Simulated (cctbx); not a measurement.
# Resonant diffraction in KEuHfSnS6

Space group F-43m (no. 216), a = 9.9500 Å, b = 9.9500 Å, c = 9.9500 Å, α = 90.00°, β = 90.00°, γ = 90.00°.

| atom | mult. | x | y | z | Ueq (Å²) |
| --- | --- | --- | --- | --- | --- |
| Hf1 | 4 | 0 | 0 | 0 | 0.0104 |
| Eu1 | 4 | 1/4 | 1/4 | 1/4 | 0.0108 |
| Sn1 | 4 | 1/2 | 0 | 0 | 0.0132 |
| K1 | 4 | 1/4 | 1/4 | 3/4 | 0.0158 |
| S1 | 24 | 1/2 | 0 | 0.7472 | 0.0175 |

The model is made up (kin elements in a known structure type, no relaxation), so it says nothing on whether the phase exists.

Calculated with cctbx: free-atom f′ and f″ from the Sasaki tables, no fine structure; amplitudes in electrons.

How do |F(hkl)| and |F(−h−k−l)| change across the Hf L3 edge?

```text
E (eV)    f'(Hf)   f''           |F|1 3 1        |F|1 1 1        |F|3 3 1        |F|2 4 4
   8961   -8.71   4.19      137.3/ 164.8    182.0/ 151.7    152.4/ 127.4    166.2/ 166.2
   9311  -10.53   3.93      140.0/ 162.3    179.3/ 154.1    150.1/ 130.3    156.8/ 156.8
   9441  -12.12   3.85      140.9/ 159.8    176.6/ 154.6    147.7/ 131.5    150.1/ 150.1
   9501  -13.48   3.81      141.4/ 157.6    174.3/ 154.8    145.8/ 132.3    144.7/ 144.7
   9531  -14.93   3.79      142.0/ 155.5    172.0/ 155.1    143.8/ 133.2    139.1/ 139.1
   9546  -16.38   3.78      142.7/ 153.5    169.7/ 155.4    141.9/ 134.2    133.7/ 133.7
   9553  -17.69   3.77      143.5/ 151.8    167.9/ 155.8    140.4/ 135.2    128.8/ 128.8
   9557  -19.09   3.77      144.5/ 150.1    166.0/ 156.4    139.0/ 136.5    123.6/ 123.6
   9565  -19.43  10.52      170.8/ 124.6    140.4/ 183.3    113.7/ 162.1    123.2/ 123.2
   9569  -17.84  10.51      169.8/ 126.9    142.9/ 182.7    115.7/ 160.8    129.1/ 129.1
   9576  -16.43  10.49      169.1/ 129.1    145.3/ 182.3    117.7/ 159.8    134.2/ 134.2
   9591  -14.90  10.45      168.5/ 131.8    148.2/ 182.1    120.2/ 159.0    139.7/ 139.7
   9621  -13.37  10.38      168.1/ 134.8    151.4/ 182.0    123.1/ 158.3    145.2/ 145.2
   9711  -11.43  10.16      167.8/ 139.3    156.0/ 182.2    127.3/ 157.7    151.8/ 151.8
   9961   -9.43   9.61      167.9/ 144.9    161.8/ 182.7    132.8/ 157.4    157.9/ 157.9
```

The edge is at 9561 eV. f′ of Hf falls from -12.1 e at 9441 eV to -19.1 e at 4 eV below it, and f″ steps from 3.77 to 10.51 e across it. Over that approach |F| changes by +3 % (1 3 1), -6 % (1 1 1), -6 % (3 3 1) and -18 % (2 4 4): a reflection falls where Hf scatters in phase with the total and rises where it scatters against it; it hardly moves where the Hf term is small or cancels by symmetry or lies in quadrature to the total. The f″ term interferes with the normal scattering with opposite sign for the two Friedel mates. The largest Friedel difference in the scan is 35.1 % of the mean (3 3 1, at 9565 eV).

[Logs are printed without paths, hosts, clocks, repeated set-up lines and the standing remarks that a program may print on its own settings, such as how far it seeks lower states.]
